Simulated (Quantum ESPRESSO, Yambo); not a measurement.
Planning a run of Quantum ESPRESSO 7.5 on NbInO4 (P2/c). The input:

```
&control
  calculation = 'nscf'
  prefix = 'x'
  outdir = 'o'
  pseudo_dir = 'pseudo'
/
&system
  ibrav = 0
  nat = 12
  ntyp = 3
  ecutwfc = 80.0
  nbnd = 209
  force_symmorphic = .true.
/
&electrons
  conv_thr = 1e-9
  electron_maxstep = 80
  diago_full_acc = .true.
  diago_thr_init = 5e-6
/
ATOMIC_SPECIES
  Nb 92.906 Nb.upf
  In 114.82 In.upf
  O 15.999 O.upf
CELL_PARAMETERS angstrom
  4.8838550000 0.0000000000 -0.0000000000
  0.0000000000 5.8286090000 0.0000000000
  -0.1024589711 0.0000000000 5.1944296080
ATOMIC_POSITIONS crystal
  Nb 0.0000000000 0.1779000000 0.2500000000
  Nb 0.0000000000 0.8221000000 0.7500000000
  In 0.5000000000 0.6825000000 0.2500000000
  In 0.5000000000 0.3175000000 0.7500000000
  O 0.2600000000 0.6180000000 0.9010000000
  O 0.7400000000 0.6180000000 0.5990000000
  O 0.7400000000 0.3820000000 0.0990000000
  O 0.2600000000 0.3820000000 0.4010000000
  O 0.2170000000 0.8980000000 0.4380000000
  O 0.7830000000 0.8980000000 0.0620000000
  O 0.7830000000 0.1020000000 0.5620000000
  O 0.2170000000 0.1020000000 0.9380000000
K_POINTS automatic
  4 2 2 0 0 0
```

```sh
OMP_NUM_THREADS=1 mpirun -n 4 pw.x -nk 4 -in pw.in > pw.out
```

Q: How long will it take on 4 MPI ranks of Arm Neoverse V2, shared host, and how much memory?

It took 71 s; on shared hardware allow 35 s to 2.4 min. Peak host memory was 1.2 GiB.

[Paths, hosts, dates, memory and timing lines, banners, echoed tables and standing remarks are left out of the program output.]

[Logs are printed without paths, hosts, clocks, repeated set-up lines and the standing remarks that a program may print on its own settings, such as how far it seeks lower states.]

[Runs of the session that timed out or met a known fault of the program may be left out.]

[Hosts, paths, dates, database ids (printed as entryN), source tags and the programs' standing remarks are cut or masked in the printed files.]
